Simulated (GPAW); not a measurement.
Sr2MoO4 (I4/mmm) has these O sites:
A. atom 4: 1 Mo at 2.12 Å (terminal, site symmetry 4mm), then 1 Sr at 2.44 Å and 4 Sr at 2.76 Å
B. atom 6: 2 Mo at 1.95 Å (linear, site symmetry mmm), then 4 Sr at 2.74 Å and 4 O at 2.75 Å

Their O K edges were computed (GPAW, LDA, excited-electron core hole (neutral cell), 28-atom cell with 7.0 Å between holes, 3×3×3 k points, dipole transitions, Gaussian full width 0.9 eV up to 4 eV, rising linearly to 3.5 eV at 25 eV) and are given in random order.

On one photon-energy scale, from the lowest onset; each scaled to a mean of 1 over its first 20 eV.

```csv
E (eV),spectrum 1,spectrum 2
-2.0,0.00,0.00
-1.4,0.00,0.00
-0.8,0.00,0.00
-0.2,0.07,0.00
0.4,0.19,0.14
1.0,0.35,1.16
1.6,1.51,1.84
2.2,3.18,0.68
2.8,2.53,0.19
3.4,1.18,0.41
4.0,1.40,1.10
4.6,1.70,1.38
5.2,1.55,1.81
5.8,1.27,2.70
6.4,0.88,2.25
7.0,0.78,1.65
7.6,0.78,1.23
8.2,0.69,0.83
8.8,0.60,0.69
9.4,0.61,0.70
10.0,0.70,0.68
10.6,0.89,0.74
11.2,1.03,0.88
11.8,1.00,1.15
12.4,0.85,1.42
13.0,0.70,1.43
13.6,0.59,1.21
14.2,0.53,0.91
14.8,0.52,0.65
15.4,0.60,0.49
16.0,0.76,0.41
16.6,0.94,0.41
17.2,1.06,0.45
17.8,1.09,0.54
18.4,1.00,0.64
19.0,0.88,0.75
19.6,0.77,0.83
20.2,0.71,0.86
20.8,0.69,0.82
21.4,0.67,0.75
22.0,0.65,0.67
22.6,0.63,0.60
23.2,0.61,0.54
23.8,0.60,0.51
24.4,0.61,0.49
25.0,0.64,0.49
25.6,0.71,0.51
26.2,0.79,0.54
26.8,0.89,0.58
27.4,0.98,0.62
28.0,1.06,0.65
28.6,1.11,0.68
29.2,1.13,0.71
29.8,1.11,0.75
30.4,1.06,0.80
31.0,0.98,0.87
```

**Question.** Which spectrum belongs to which site?

Spectrum 1 is A (onset at +0.00 eV, maxima 2.3 eV (3.23), 4.5 eV (1.71) and 17.6 eV (1.09) above its own zero). Spectrum 2 is B (onset at +0.97 eV, maxima 0.5 eV (1.90), 4.9 eV (2.72) and 11.8 eV (1.46) above its own zero).

[Banner, clock and machine lines of the logs are left out without a mark of their own.]

[Logs are printed without paths, hosts, clocks, repeated set-up lines and the standing remarks that a program may print on its own settings, such as how far it seeks lower states.]

[Hosts, paths, dates, database ids (printed as entryN), source tags and the programs' standing remarks are cut or masked in the printed files.]

[Lists of maxima count a maximum above −3 eV only where it reaches 4 % of the highest in the window and stands out from its surroundings by 2 % of it (1.5 % where it reaches 55 %); shoulders and weaker maxima are passed over, and of the rest the first, up to two pre-edge ones and the few strongest are named.]
